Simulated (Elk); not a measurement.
# Optical conductivity and Kerr rotation of GaFe3, part 2 of 2

Aim: the polar Kerr rotation of GaFe3 from the optical conductivity tensor.

Elk 11.2.3 (patched build); PBEsol; all-electron APW+lo, Dirac cores, scalar-relativistic bands with second-variational spin-orbit coupling.

So far. Step 2 (Self-consistent run): After 22 cycles the largest moment stands at 2.40 μB.

## 4. Optics with a broadening of 0.20 eV (continued)

Intraband term included. Polar Kerr angle against photon energy; values in degrees:

```csv
photon energy (eV),rotation,ellipticity
0.0,0,0
0.2,0.0911,-0.135
0.4,0.244,-0.179
0.6,0.326,-0.0647
0.8,0.279,-0.00843
1.0,0.255,-0.0319
1.2,0.271,-0.0294
1.4,0.270,-0.0399
1.6,0.298,-0.0582
1.8,0.334,-0.0380
2.0,0.349,-0.0285
2.2,0.393,-0.0115
2.4,0.403,0.0450
2.6,0.387,0.0455
2.8,0.443,0.0480
3.0,0.502,0.128
3.2,0.481,0.229
3.4,0.449,0.266
3.6,0.436,0.345
3.8,0.371,0.423
4.0,0.293,0.448
4.2,0.224,0.517
4.4,0.0602,0.499
4.6,-0.0233,0.421
4.8,-0.0474,0.317
5.0,-0.0448,0.299
5.2,-0.0681,0.231
5.4,-0.0275,0.202
5.6,-0.0467,0.204
5.8,-0.0334,0.169
6.0,-0.0420,0.195
6.2,-0.0955,0.153
6.4,-0.0791,0.100
6.6,-0.0834,0.0895
6.8,-0.0647,0.0269
7.0,-0.0117,0.0333
7.2,-0.0338,0.0317
7.4,0.00757,0.0210
7.6,-0.0199,0.0313
7.8,-0.0108,-0.0290
8.0,0.0632,-0.0177
```

Intraband term included. Optical conductivity against photon energy:

```csv
photon energy (eV),Re sigma xx (S/cm),Im sigma xx (S/cm),Re sigma xy (S/cm),Im sigma xy (S/cm),Re sigma zz (S/cm),Im sigma zz (S/cm)
0.0,9563,0,-366,0,9586,0
0.5,5278,77.9,-253,-108,5279,90.3
1.0,7686,-397,-219,-142,7679,-399
1.5,8201,1732,-164,-210,8196,1745
2.0,6126,3016,-41.1,-204,6129,3015
2.5,5830,2413,-14.9,-185,5828,2403
3.0,4848,2702,35.1,-180,4846,2705
3.5,4523,1914,52.1,-139,4527,1911
4.0,4506,1622,81.5,-103,4507,1624
4.5,4648,1164,93.1,-52.5,4649,1165
5.0,5516,1291,80.6,-29.5,5515,1288
5.5,5401,2022,58.1,-10.2,5400,2023
6.0,5421,2435,54.8,-0.296,5420,2432
6.5,5168,2754,27.0,14.7,5169,2752
7.0,4893,2901,7.97,2.27,4894,2899
7.5,4454,2886,7.54,-0.0106,4455,2885
8.0,4524,2834,-4.00,-12.4,4524,2834
```

## 5. Optics with a broadening of 0.30 eV

The broadening stands for the lifetime of the excited states; it lowers and widens the peaks.

elk.in

```
tasks
  121
  122

xctype
  22

rgkmax
  7.0

nempty
  14

swidth
  0.011

reducebf
  0.5

epsengy
  1e-05

maxscl
  100

lmaxi
  3

spinpol
  .true.

spinorb
  .true.

cmagz
  .true.

intraband
  .true.

sppath
  './'

avec
  6.99387638724 0.00000000000 0.00000000000
  0.00000000000 6.99387638724 0.00000000000
  0.00000000000 0.00000000000 6.99387638724

atoms
  2
  'Ga.in'
  1
  0.0000000000 0.0000000000 0.0000000000   0.000000 0.000000 0.000000
  'Fe.in'
  3
  0.0000000000 0.5000000000 0.5000000000   0.000000 0.000000 -0.000210
  0.5000000000 0.0000000000 0.5000000000   0.000000 0.000000 -0.000210
  0.5000000000 0.5000000000 0.0000000000   0.000000 0.000000 -0.000210

ngridk
  11 11 11

wplot
  240 100 0
  0.00000 0.30000

optcomp
  1 1
  1 2
  3 3
```

The run is started by

```console
$ OMP_NUM_THREADS=4 elk
```

What it wrote:

```text
┌─────────────────────────────────┐
│ Elk code version 11.2.3 started │
└─────────────────────────────────┘

Info(readinput): the functional depends on the density's gradient
 muffin-tin radial points multiplied by    2.00000
 (not where nrmtscf is given)

┌────────────────────┐
│ Current task : 121 │
└────────────────────┘

Info(dielectric):
 dielectric tensor written to EPSILON_ij.OUT
 optical conductivity written to SIGMA_ij.OUT
 plasma frequency written to PLASMA_ij.OUT
 for components
  i = 1, j = 1
  i = 1, j = 2
  i = 3, j = 3

┌────────────────────┐
│ Current task : 122 │
└────────────────────┘

Warning(chksvso): spin-orbit splittings by the second variation are low [figures from our tests cut]: local-orbitals by j (lorbdm 7 and 8, zora) mend levels alone

Info(dielectric):
 dielectric tensor written to EPSILON_ij.OUT
 optical conductivity written to SIGMA_ij.OUT
 plasma frequency written to PLASMA_ij.OUT
 for components
  i = 1, j = 1
  i = 1, j = 2

Info(moke):
 complex Kerr angle in degrees written to KERR.OUT

┌──────────────────┐
│ Elk code stopped │
└──────────────────┘
```

Run time: 98 s. Hardware: 4 threads of Arm Neoverse V1, shared host; peak memory 0.05 GiB.

Intraband term included. The polar Kerr angle by photon energy; values in degrees:

```csv
photon energy (eV),rotation,ellipticity
0.00,0,0
0.25,0.105,-0.121
0.50,0.229,-0.134
0.75,0.265,-0.0635
1.00,0.255,-0.0502
1.25,0.264,-0.0475
1.50,0.279,-0.0542
1.75,0.314,-0.0482
2.00,0.340,-0.0318
2.25,0.376,-0.00312
2.50,0.384,0.0353
2.75,0.412,0.0507
3.00,0.458,0.119
3.25,0.445,0.208
3.50,0.422,0.277
3.75,0.371,0.359
4.00,0.289,0.411
4.25,0.185,0.457
4.50,0.0579,0.419
4.75,-0.00637,0.338
5.00,-0.0228,0.284
5.25,-0.0331,0.227
5.50,-0.0238,0.205
5.75,-0.0298,0.180
6.00,-0.0391,0.175
6.25,-0.0681,0.136
6.50,-0.0620,0.0976
6.75,-0.0550,0.0558
7.00,-0.0206,0.0400
7.25,-0.0146,0.0296
7.50,-0.00189,0.0280
7.75,-0.00177,2.7e-4
8.00,0.0427,-0.00312
```

## 6. Another try

A slip in the input shows what the program catches and what it lets pass.

elk.in

```
tasks
  0

xctype
  22

rgkmax
  high

nempty
  14

swidth
  0.005

reducebf
  0.5

epsengy
  1e-05

maxscl
  50

lmaxi
  3

spinpol
  .true.

spinorb
  .true.

cmagz
  .true.

sppath
  './'

avec
  6.99387638724 0.00000000000 0.00000000000
  0.00000000000 6.99387638724 0.00000000000
  0.00000000000 0.00000000000 6.99387638724

atoms
  2
  'Ga.in'
  1
  0.0000000000 0.0000000000 0.0000000000   0.000000 0.000000 0.000000
  'Fe.in'
  3
  0.0000000000 0.5000000000 0.5000000000   0.000000 0.000000 -0.210000
  0.5000000000 0.0000000000 0.5000000000   0.000000 0.000000 -0.210000
  0.5000000000 0.5000000000 0.0000000000   0.000000 0.000000 -0.210000

ngridk
  8 8 8
```

The run is started by

```console
$ OMP_NUM_THREADS=4 elk
```

What it wrote:

```text
┌─────────────────────────────────┐
│ Elk code version 11.2.3 started │
└─────────────────────────────────┘

Error(readinput): error reading from elk.in
Problem occurred in 'rgkmax' block
Check input convention in manual
```

Run time: 0.01 s. Hardware: 4 threads; peak memory 0.05 GiB.

The input was rejected at the start.

The program's message: “Error(readinput): error reading from elk.in”

The fault put into the input: a word for a number.

The value must be typed in digits.

## 7. The strongest peak

The largest local extreme of the rotation above 0.5 eV, for majority spin along +z:

```csv
broadening (eV),energy (eV),rotation (°),ellipticity (°),rotation at 1.96 eV (°)
0.20,3.06,0.505,0.162,0.344
0.30,3.06,0.460,0.143,0.335
```

## 8. Results

| Item | Value |
| --- | --- |
| net spin moment | 7.00 μB a cell |
| strongest peak above 0.5 eV | 0.50° at 3.1 eV |
| rotation at 1.96 eV | 0.34° |

**Reading.** Above 0.5 eV the rotation peaks at 3.06 eV, with 0.50° for majority spin along +z at a broadening of 0.20 eV. The run's majority spin points along +z; the magnetisation points the other way, and the angle changes sign with it. The intraband term is included. These are independent-particle spectra on a 11×11×11 mesh, not shown converged.

[Logs and program files are shortened in this print: banners, set-up blocks, solver, clock and traceback lines can be left out without a mark of their own.]

[Logs are printed without paths, hosts, clocks, repeated set-up lines and the standing remarks that a program may print on its own settings, such as how far it seeks lower states.]

[Hosts, paths, dates, database ids (printed as entryN), source tags and the programs' standing remarks are cut or masked in the printed files.]

[Where a cell is said to come from a database of computed structures, the database is the Materials Project.]
